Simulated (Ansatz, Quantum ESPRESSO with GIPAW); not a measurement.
# C_Q, η_Q and the second-order shift of 17O in Al2O3 (Corundum)

A plane-wave PAW calculation (PBE, Ansatz) gives this electric field gradient, in 10²¹ V/m² and Cartesian axes, at one O site of Al2O3 (Corundum) (atom 5; bound to Al4; site symmetry 2):

```
     -0.2273        0.7006       -3.0346
      0.7006        0.5816        1.7520
     -3.0346        1.7520       -0.3543
```

17O has spin 5/2, Q = -0.02558 barn and |γ|/2π = 5.7742 MHz/T. The cell is the R-3c form of a database entry, static and at 0 K. 

**Task.** Find C_Q, η_Q and ν_Q, and the shift and width of the central transition under fast MAS at 16.4 T and 20 T.

1. The tensor is symmetric and traceless. Its eigenvalues, ordered by size, are V_xx = 0.9861, V_yy = 3.0137 and V_zz = -3.9998.

2. η_Q = (V_xx − V_yy)/V_zz = 0.507.

3. C_Q = eQV_zz/h. One unit of 10²¹ V/m² with one barn gives 24.18 MHz, so C_Q = 24.18 × −0.02558 × −3.9998 = 2.474 MHz. A spectrum shows its size, not its sign.

4. ν_Q = 3C_Q/[2I(2I−1)] = 0.371 MHz in size, and P_Q = |C_Q|√(1 + η²/3) = 2.578 MHz.

5. The resonances lie at ν0 = 94.70 and 115.48 MHz, so ν_Q/ν0 is 0.004 at most and second order holds. The centre of gravity moves by δ_Q = −(3/40)(P_Q/ν0)² F × 10⁶ ppm, with F = [I(I+1) − 3/4]/[I²(2I−1)²] = 0.08: -4.45 ppm at 16.4 T and -2.99 ppm at 20 T.

6. Summing the second-order term over orientations gives a full width of 10.3 ppm (0.98 kHz) and 6.94 ppm (0.80 kHz). In ppm both fall as 1/B²: (16.4/20)² = 0.672. The spinning rate must pass the static width for this shape to show cleanly.

[Banner, clock, file and message-heading lines were taken out of the pw.x and gipaw.x logs.]

[Logs are printed without paths, hosts, clocks, repeated set-up lines and the standing remarks that a program may print on its own settings, such as how far it seeks lower states.]

[Hosts, paths, dates, database ids (printed as entryN), source tags and the programs' standing remarks are cut or masked in the printed files.]
